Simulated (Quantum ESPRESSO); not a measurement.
# The valence band of Al2Pt as photoemission sees it, part 16 of 21

Aim: the valence spectrum of Al2Pt from He I to hard X-rays, and which orbitals make each feature.

Quantum ESPRESSO 7.5; DFT, PBEsol, plane waves, ultrasoft GBRV pseudopotentials, scalar-relativistic (the session's first sound run).

So far. Step 13 (With LDA: bands): Of the bands kept, 3 cross the Fermi level on this path. Step 14 (Another volume: self-consistent run): The run ends at a pressure of 4.61 GPa.

The database entry behind the starting cell differs from later determinations by our own check (0.1 to 0.3 % short, probably kX units), so it need not match the best structure at ambient conditions.

## 17. Another volume: bands

The bands are solved at chosen points on the fixed potential.

bands.in

```
&control
  calculation = 'bands'
  prefix = 'pes'
  outdir = './tmp'
  pseudo_dir = './pp'
  verbosity = 'high'
/
&system
  ibrav = 0
  nat = 3
  ntyp = 2
  ecutwfc = 40.0
  ecutrho = 200.0
  occupations = 'smearing'
  nbnd = 21
  smearing = 'fd'
  degauss = 0.00367
/
&electrons
  conv_thr = 1.8e-08
  mixing_beta = 0.5
  electron_maxstep = 120
  diago_full_acc = .true.
/
ATOMIC_SPECIES
Pt 195.0840 pt_pbesol_v1.4.uspp.F.UPF
Al 26.9815 al_pbesol_v1.uspp.F.UPF
CELL_PARAMETERS angstrom
 0.000000000 2.915062672 2.915062672
 2.915062672 0.000000000 2.915062672
 2.915062672 2.915062672 0.000000000
ATOMIC_POSITIONS crystal
Pt 0.000000000 0.000000000 0.000000000
Al 0.750000000 0.750000000 0.750000000
Al 0.250000000 0.250000000 0.250000000
K_POINTS crystal
92
 0.00000000 0.00000000 0.00000000 1
 0.03333333 0.00000000 0.03333333 1
 0.06666667 0.00000000 0.06666667 1
 0.10000000 0.00000000 0.10000000 1
 0.13333333 0.00000000 0.13333333 1
 0.16666667 0.00000000 0.16666667 1
 ! [... 84 more points ...]
 0.50000000 0.01666667 0.51666667 1
 0.50000000 0.00000000 0.50000000 1
```

The run is started by

```
$ OMP_NUM_THREADS=1 mpirun -n 4 pw.x -nk 4 -in bands.in > bands.out
```

Output:

```text
[banner, memory and clock lines left out]
Program PWSCF v.7.5 starts

          URL

     Atomic positions and unit cell read from directory:
     ./tmp/pes.save/

     Message from routine setup:
     using ibrav=0 with symmetry is DISCOURAGED, use correct ibrav instead

     G-vector sticks info

     bravais-lattice index     =            0
     lattice parameter (alat)  =       7.7904  a.u.
     unit-cell volume          =     334.3261 (a.u.)^3
     number of atoms/cell      =            3
     number of atomic types    =            2
     number of electrons       =        22.00
     number of Kohn-Sham states=           21
     kinetic-energy cutoff     =      40.0000  Ry
     charge density cutoff     =     200.0000  Ry
     Exchange-correlation= SLA  PW   PSX  PSC
                           (   1   4  10   8   0   0   0)

     celldm(1)=   7.790436  celldm(2)=   0.000000  celldm(3)=   0.000000
     celldm(4)=   0.000000  celldm(5)=   0.000000  celldm(6)=   0.000000

     crystal axes: (cart. coord. in units of alat)
               a(1) = (   0.000000   0.707107   0.707107 )
               a(2) = (   0.707107   0.000000   0.707107 )
               a(3) = (   0.707107   0.707107   0.000000 )

     reciprocal axes: (cart. coord. in units 2 pi/alat)
               b(1) = ( -0.707107  0.707107  0.707107 )
               b(2) = (  0.707107 -0.707107  0.707107 )
               b(3) = (  0.707107  0.707107 -0.707107 )

     PseudoPot. # 1 for Pt read from file:
     ./pp/pt_pbesol_v1.4.uspp.F.UPF
     Pseudo is Ultrasoft + core correction, Zval = 16.0
     Generated by new atomic code, or converted to UPF format
     Using radial grid of  985 points,  6 beta functions with:
                l(1) =   0
                l(2) =   0
                l(3) =   1
                l(4) =   1
                l(5) =   2
                l(6) =   2
     Q(r) pseudized with  8 coefficients,  rinner =    1.300   1.300   1.300
                                                       1.300   1.300

     PseudoPot. # 2 for Al read from file:
     ./pp/al_pbesol_v1.uspp.F.UPF
     Pseudo is Ultrasoft + core correction, Zval =  3.0
     Generated by new atomic code, or converted to UPF format
     Using radial grid of  893 points,  3 beta functions with:
                l(1) =   0
                l(2) =   1
                l(3) =   2
     Q(r) pseudized with  8 coefficients,  rinner =    0.900   0.900   0.900
                                                       0.900   0.900

     atomic species   valence    mass     pseudopotential
     Pt               16.00   195.08400     Pt( 1.00)
     Al                3.00    26.98150     Al( 1.00)

     48 Sym. Ops., with inversion, found

                                    s                        frac. trans.

      isym =  1     identity

 cryst.   s( 1) = (     1          0          0      )
                  (     0          1          0      )
                  (     0          0          1      )

 cart.    s( 1) = (  1.0000000 -0.0000000  0.0000000 )
                  ( -0.0000000  1.0000000  0.0000000 )
                  ( -0.0000000  0.0000000  1.0000000 )

      isym =  2     180 deg rotation - cart. axis [0,0,1]

 cryst.   s( 2) = (     0          1         -1      )
                  (     1          0         -1      )
                  (     0          0         -1      )

 cart.    s( 2) = ( -1.0000000  0.0000000  0.0000000 )
                  (  0.0000000 -1.0000000  0.0000000 )
                  (  0.0000000 -0.0000000  1.0000000 )

      isym =  3     180 deg rotation - cart. axis [0,1,0]

 cryst.   s( 3) = (     0         -1          1      )
                  (     0         -1          0      )
                  (     1         -1          0      )

 cart.    s( 3) = ( -1.0000000 -0.0000000 -0.0000000 )
                  (  0.0000000  1.0000000 -0.0000000 )
                  (  0.0000000  0.0000000 -1.0000000 )

      isym =  4     180 deg rotation - cart. axis [1,0,0]

 cryst.   s( 4) = (    -1          0          0      )
                  (    -1          0          1      )
                  (    -1          1          0      )

 cart.    s( 4) = (  1.0000000  0.0000000 -0.0000000 )
                  ( -0.0000000 -1.0000000 -0.0000000 )
                  ( -0.0000000 -0.0000000 -1.0000000 )

      isym =  5     180 deg rotation - cart. axis [1,1,0]

 cryst.   s( 5) = (    -1          0          1      )
[...]
cart.    s( 5) = ( -0.0000000  1.0000000 -0.0000000 )
[...]
isym =  6     180 deg rotation - cart. axis [1,-1,0]

 cryst.   s( 6) = (     0         -1          0      )
[...]
cart.    s( 6) = (  0.0000000 -1.0000000 -0.0000000 )
[...]
isym =  7      90 deg rotation - cart. axis [0,0,-1]

 cryst.   s( 7) = (     0          1          0      )
[...]
cart.    s( 7) = (  0.0000000  1.0000000  0.0000000 )
[...]
isym =  8      90 deg rotation - cart. axis [0,0,1]

 cryst.   s( 8) = (     1          0         -1      )
[...]
cart.    s( 8) = ( -0.0000000 -1.0000000  0.0000000 )
[...]
isym =  9     180 deg rotation - cart. axis [1,0,1]

 cryst.   s( 9) = (    -1          1          0      )
[...]
cart.    s( 9) = (  0.0000000  0.0000000  1.0000000 )
[...]
isym = 10     180 deg rotation - cart. axis [-1,0,1]

 cryst.   s(10) = (     0          0         -1      )
[...]
cart.    s(10) = ( -0.0000000  0.0000000 -1.0000000 )
[...]
isym = 11      90 deg rotation - cart. axis [0,1,0]

 cryst.   s(11) = (     0          0          1      )
[...]
cart.    s(11) = ( -0.0000000 -0.0000000  1.0000000 )
[...]
isym = 12      90 deg rotation - cart. axis [0,-1,0]

 cryst.   s(12) = (     1         -1          0      )
[...]
cart.    s(12) = (  0.0000000 -0.0000000 -1.0000000 )
[...]
isym = 13     180 deg rotation - cart. axis [0,1,1]

 cryst.   s(13) = (     1          0          0      )
[...]
cart.    s(13) = ( -1.0000000  0.0000000 -0.0000000 )
[...]
isym = 14     180 deg rotation - cart. axis [0,1,-1]

 cryst.   s(14) = (    -1          0          0      )
[...]
cart.    s(14) = ( -1.0000000 -0.0000000  0.0000000 )
[...]
isym = 15      90 deg rotation - cart. axis [-1,0,0]

 cryst.   s(15) = (     0         -1          1      )
[...]
cart.    s(15) = (  1.0000000 -0.0000000 -0.0000000 )
[...]
Dynamical RAM for                hpsi:       0.92 MB

     Dynamical RAM for                spsi:       0.92 MB

     Dynamical RAM for      wfcinit/wfcrot:       0.93 MB

     Dynamical RAM for           addusdens:      11.69 MB

     The potential is recalculated from file :
     ./tmp/pes.save/charge-density

     negative rho (up, down):  1.709E-01 0.000E+00
     Starting wfcs are   20 randomized atomic wfcs +    1 random wfcs

     Band Structure Calculation
     Davidson diagonalization with overlap

     Computing kpt #:     1  of    23 on this pool

     Computing kpt #:     2  of    23 on this pool

     Computing kpt #:     3  of    23 on this pool

     Computing kpt #:     4  of    23 on this pool

     Computing kpt #:     5  of    23 on this pool

     Computing kpt #:     6  of    23 on this pool

     Computing kpt #:     7  of    23 on this pool

     Computing kpt #:     8  of    23 on this pool

     Computing kpt #:     9  of    23 on this pool

     Computing kpt #:    10  of    23 on this pool

     Computing kpt #:    11  of    23 on this pool

     Computing kpt #:    12  of    23 on this pool

     Computing kpt #:    13  of    23 on this pool

     Computing kpt #:    14  of    23 on this pool

     Computing kpt #:    15  of    23 on this pool

     Computing kpt #:    16  of    23 on this pool

     Computing kpt #:    17  of    23 on this pool

     Computing kpt #:    18  of    23 on this pool

     Computing kpt #:    19  of    23 on this pool

     Computing kpt #:    20  of    23 on this pool

     Computing kpt #:    21  of    23 on this pool

     Computing kpt #:    22  of    23 on this pool

     Computing kpt #:    23  of    23 on this pool

     ethr =  8.18E-11,  avg # of iterations = 31.2

     End of band structure calculation

          k = 0.0000 0.0000 0.0000 (  1411 PWs)   bands (ev):

   -41.6463 -41.6463 -41.6463   1.0831   6.3443   6.3443   6.3443   7.7661
     7.7661  14.8575  15.4967  15.4967  15.4967  17.2728  17.2728  17.2728
    18.0832  18.0832  18.0832  19.8494  21.2610

          k = 0.0000 0.0471-0.0000 (  1435 PWs)   bands (ev):

   -41.6464 -41.6463 -41.6463   1.1044   6.3309   6.3522   6.3522   7.7545
     7.7712  14.8601  15.3104  15.3104  15.3943  17.3141  17.4584  17.4584
    17.9025  18.1238  18.1238  19.9774  21.2450

          k = 0.0000 0.0943-0.0000 (  1435 PWs)   bands (ev):

   -41.6465 -41.6464 -41.6464   1.1681   6.2919   6.3764   6.3764   7.7206
     7.7869  14.8676  14.8920  14.8920  15.1058  17.4374  17.4753  17.8387
    17.8387  18.2818  18.2818  20.3340  21.1979

          k =-0.0000 0.1414 0.0000 (  1427 PWs)   bands (ev):

   -41.6466 -41.6465 -41.6465   1.2741   6.2300   6.4168   6.4168   7.6655
     7.8124  14.3947  14.3947  14.6670  14.8793  16.9782  17.6400  18.1383
    18.1383  18.6788  18.6788  20.8644  21.1215

          k =-0.0000 0.1886 0.0000 (  1427 PWs)   bands (ev):

   -41.6469 -41.6466 -41.6466   1.4219   6.1492   6.4734   6.4734   7.5904
     7.8470  13.8777  13.8777  14.1100  14.8943  16.5154  17.9177  18.3609
    18.3609  19.2512  19.2512  21.0190  21.5183

          k = 0.0000 0.2357-0.0000 (  1431 PWs)   bands (ev):

   -41.6472 -41.6467 -41.6467   1.6110   6.0545   6.5463   6.5463   7.4978
     7.8892  13.3628  13.3628  13.4654  14.9117  16.1283  18.2651  18.5991
    18.5991  19.8836  19.8836  20.8946  22.2470

          k =-0.0000 0.2828 0.0000 (  1427 PWs)   bands (ev):

   -41.6475 -41.6468 -41.6468   1.8406   5.9512   6.6355   6.6355   7.3904
     7.9378  12.7657  12.8602  12.8602  14.9305  15.8219  18.6758  18.8736
    18.8736  20.5432  20.5432  20.7537  22.9236

          k =-0.0000 0.3300 0.0000 (  1427 PWs)   bands (ev):

   -41.6479 -41.6469 -41.6469   2.1097   5.8444   6.7405   6.7405   7.2711
     7.9905  12.0410  12.3759  12.3759  14.9500  15.5865  19.1425  19.1878
    19.1878  20.6022  21.2182  21.2182  23.3259

          k = 0.0000 0.3771-0.0000 (  1427 PWs)   bands (ev):

[...]
19.6575  20.4466  21.8996  21.8996  23.6182

          k = 0.0000 0.4243-0.0000 (  1435 PWs)   bands (ev):

[...]
20.2119  20.2938  22.5750  22.5750  23.9029

          k = 0.0000 0.4714-0.0000 (  1427 PWs)   bands (ev):

[...]
20.3545  20.7949  23.2158  23.2158  24.2031

          k =-0.0000 0.5185 0.0000 (  1427 PWs)   bands (ev):

[...]
20.8085  21.3914  23.7433  23.7433  24.5281

          k =-0.0000 0.5657 0.0000 (  1411 PWs)   bands (ev):

[...]
21.2884  21.9774  23.9715  23.9715  24.8830

          k =-0.0000 0.6128 0.0000 (  1407 PWs)   bands (ev):

[...]
21.7878  22.5099  23.7873  23.7873  25.2704

          k = 0.0000 0.6600-0.0000 (  1420 PWs)   bands (ev):

[...]
22.2931  22.9107  23.3771  23.3771  25.6889

          k = 0.0000 0.7071 0.0000 (  1428 PWs)   bands (ev):

[...]
22.6700  23.0198  23.0198  23.0662  26.0507

          k = 0.0118 0.7071 0.0118 (  1428 PWs)   bands (ev):

[...]
k = 0.0236 0.7071 0.0236 (  1428 PWs)   bands (ev):

[...]
k = 0.0354 0.7071 0.0354 (  1416 PWs)   bands (ev):

[...]
k = 0.0471 0.7071 0.0471 (  1416 PWs)   bands (ev):

[...]
k = 0.0589 0.7071 0.0589 (  1422 PWs)   bands (ev):

[...]
k = 0.0707 0.7071 0.0707 (  1422 PWs)   bands (ev):

[...]
k = 0.0825 0.7071 0.0825 (  1426 PWs)   bands (ev):

[...]
k = 0.0943 0.7071 0.0943 (  1422 PWs)   bands (ev):

[...]
k = 0.1061 0.7071 0.1061 (  1422 PWs)   bands (ev):

[...]
k = 0.1179 0.7071 0.1179 (  1426 PWs)   bands (ev):

[...]
k = 0.1296 0.7071 0.1296 (  1430 PWs)   bands (ev):

[...]
k = 0.1414 0.7071 0.1414 (  1432 PWs)   bands (ev):

[...]
k = 0.1532 0.7071 0.1532 (  1428 PWs)   bands (ev):

[...]
k = 0.1650 0.7071 0.1650 (  1430 PWs)   bands (ev):

[...]
k = 0.4596 0.4596-0.0000 (  1430 PWs)   bands (ev):

[...]
k = 0.4243 0.4243-0.0000 (  1436 PWs)   bands (ev):

[...]
k = 0.2121 0.2121-0.0000 (  1412 PWs)   bands (ev):

[...]
k = 0.1061 0.1061-0.0000 (  1423 PWs)   bands (ev):

[...]
21.4546  21.4546  22.3947  23.7113  24.8883

          k = 0.3536 0.3771 0.3300 (  1432 PWs)   bands (ev):

[...]
21.3778  21.4461  22.3694  23.7955  24.9120

          k = 0.3536 0.4007 0.3064 (  1434 PWs)   bands (ev):

[...]
21.1851  21.4082  22.3153  23.9971  24.9961

          k = 0.3536 0.4243 0.2828 (  1436 PWs)   bands (ev):

[...]
20.9472  21.3108  22.2846  24.2097  25.1769

          k = 0.3536 0.4478 0.2593 (  1434 PWs)   bands (ev):

   -41.6498 -41.6472 -41.6470   3.6616   5.3496   6.6228   6.7832   7.6679
     7.9817   8.0745  11.8772  12.3739  15.2951  17.0341  17.7815  18.0734
    20.7243  21.1338  22.3209  24.3566  25.4024

          k = 0.3536 0.4714 0.2357 (  1436 PWs)   bands (ev):

   -41.6497 -41.6474 -41.6470   3.7618   5.3548   6.5926   6.8413   7.5931
     7.9784   8.1171  11.5384  12.2198  15.3206  17.0369  18.1304  18.3575
    20.5722  20.8902  22.4301  24.4379  25.6233

          k = 0.3536 0.4950 0.2121 (  1432 PWs)   bands (ev):

   -41.6496 -41.6475 -41.6471   3.8828   5.3613   6.5572   6.9106   7.4983
     7.9782   8.1703  11.1836  12.0422  15.3894  17.0361  18.4984  18.5667
    20.5539  20.6086  22.6000  24.4820  25.8591

          k = 0.3536 0.5185 0.1886 (  1432 PWs)   bands (ev):

   -41.6495 -41.6477 -41.6472   4.0236   5.3691   6.5176   6.9886   7.3858
     7.9809   8.2335  10.8253  11.8491  15.4989  17.0335  18.6481  18.8666
    20.3195  20.7159  22.8191  24.5074  26.1048

          k = 0.3536 0.5421 0.1650 (  1432 PWs)   bands (ev):

[... further rows ...]
```

Run time: 6.8 s. Hardware: 4 MPI ranks of Arm Neoverse V1, shared host; 27 s of CPU time.

The electronic bands at the labelled points (eV, zero at the Fermi level; # counts the bands kept):

```tsv
point	#6	#7	#8	#9	#10	#11	#12	#13
Γ	-3.89	3.20	3.84	3.84	3.84	5.62	5.62	5.62
0.53 of the way	-3.61	-0.34	0.26	0.26	3.31	3.75	7.88	7.88
X	-3.56	-3.36	-1.72	-1.72	3.38	3.39	8.12	11.01
0.53 of the way	-3.73	-3.56	-1.85	-1.36	3.39	4.11	7.58	10.04
U	-3.84	-3.18	-2.09	-0.67	3.41	5.51	6.86	8.80
jump to K	-3.84	-3.18	-2.09	-0.67	3.41	5.51	6.86	8.80
0.47 of the way	-3.68	-1.60	-0.37	2.23	4.17	5.36	5.72	6.80
Γ	-3.89	3.20	3.84	3.84	3.84	5.62	5.62	5.62
0.53 of the way	-3.90	-1.25	2.17	2.17	3.93	5.54	5.56	5.56
L	-3.65	-3.65	1.00	1.00	3.77	5.30	5.30	5.69
0.47 of the way	-3.68	-3.42	-0.83	0.19	3.84	5.38	6.99	7.21
W	-3.42	-2.90	-2.90	-0.95	5.36	5.36	6.19	6.42
0.47 of the way	-3.61	-3.42	-2.15	-1.20	4.03	4.27	6.99	9.00
X	-3.56	-3.36	-1.72	-1.72	3.38	3.39	8.12	11.01
```

Of the bands kept, 3 cross the Fermi level on this path.

(Continued in part 17 of 21.)

[Logs are printed without paths, hosts, clocks, repeated set-up lines and the standing remarks that a program may print on its own settings, such as how far it seeks lower states.]

[Hosts, paths, dates, database ids (printed as entryN), source tags and the programs' standing remarks are cut or masked in the printed files.]

[Maps of the electrostatic potential energy from Ansatz leave out the sawtooth potential of an applied field or a dipole correction, so their vacuum need not be flat; work functions include it.]

[Peak lists hold at most the 14 tallest peaks of each spectrum; further lines can be left out.]
